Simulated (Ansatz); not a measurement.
## Nb (Im-3m): the Drude term of Re ε in the infrared

Re ε of Nb (Im-3m) at low photon energies is read from one computed spectrum; the carriers' damping was typed as γ = 0.05 eV.

Symmetry: Im-3m, No. 229, cubic system. Conventional cell: a = 3.328 Å, b = 3.328 Å, c = 3.328 Å, α = 90.00°, β = 90.00°, γ = 90.00°. Around Nb on site a lie 8 Nb at 2.88 Å.

Method: Ansatz 0.2.0, r2SCAN, independent particles, k-mesh 18×18×18 with interpolation inside its cells, Gaussian parameter 0.1 eV.

Launch of the response step: `ansatz run input.yaml --threads 4 --pin off --max-ram 8192MiB --backend cpu --events-out ev --progress --plain --runs-dir out`. The run took 19 s, on 4 threads of Intel(R) Xeon(R) Processor @ 2.50GHz (Skylake/Cascade Lake), on a shared host.

| photon energy E (eV) | wavelength (µm) | Re ε |
| --- | --- | --- |
| 0.25 | 4.96 | -1237.2 |
| 0.30 | 4.13 | -862.6 |
| 0.35 | 3.54 | -631.8 |
| 0.40 | 3.10 | -480.1 |
| 0.50 | 2.48 | -300.2 |
| 0.60 | 2.07 | -201.5 |
| 0.70 | 1.77 | ? |

A Drude term over a constant background gives Re ε = ε_b − ωp²/(E² + γ²), linear in 1/(E² + γ²).

Working, on the rows shown:

| x = 1/(E² + γ²) (eV⁻²) | y = Re ε |
| --- | --- |
| 15.3846 | -1237.2 |
| 10.8108 | -862.6 |
| 8 | -631.8 |
| 6.15385 | -480.1 |
| 3.9604 | -300.2 |
| 2.75862 | -201.5 |

Means: x̄ = 7.8447, ȳ = -618.9. Σ(x − x̄)(y − ȳ) = -8982, Σ(x − x̄)² = 109.5. Slope = -8982 / 109.5 = -82.04; intercept = ȳ − slope · x̄ = 24.679. The line misses the rows shown by at most 0.36.

Task: Predict the last column of the withheld row from the fit.

Result: At x = 2.0305 the line gives y = -141.9. The run gave -141.5, so the extrapolation is off by 0.4, 0.0 % of the range in the table.

Refitted with all rows, the slope is -82.05 and the intercept 24.837. These give ωp = √(−slope) = 9.06 eV, against 9.01 eV from the program's Fermi-surface sum, and an intercept of 24.8. Taking the program's Drude term off the rows leaves 13 at the lowest energy and 23 at the highest, so the background isn't constant: interband transitions lie in or near the window, and neither fitted number can be trusted. The cell comes from an older database entry, whose edges can be off by a per cent or so. The values come from a sum over the points of one k-mesh and carry its error, which is largest for Fermi-surface quantities. Spin-orbit coupling is left out.
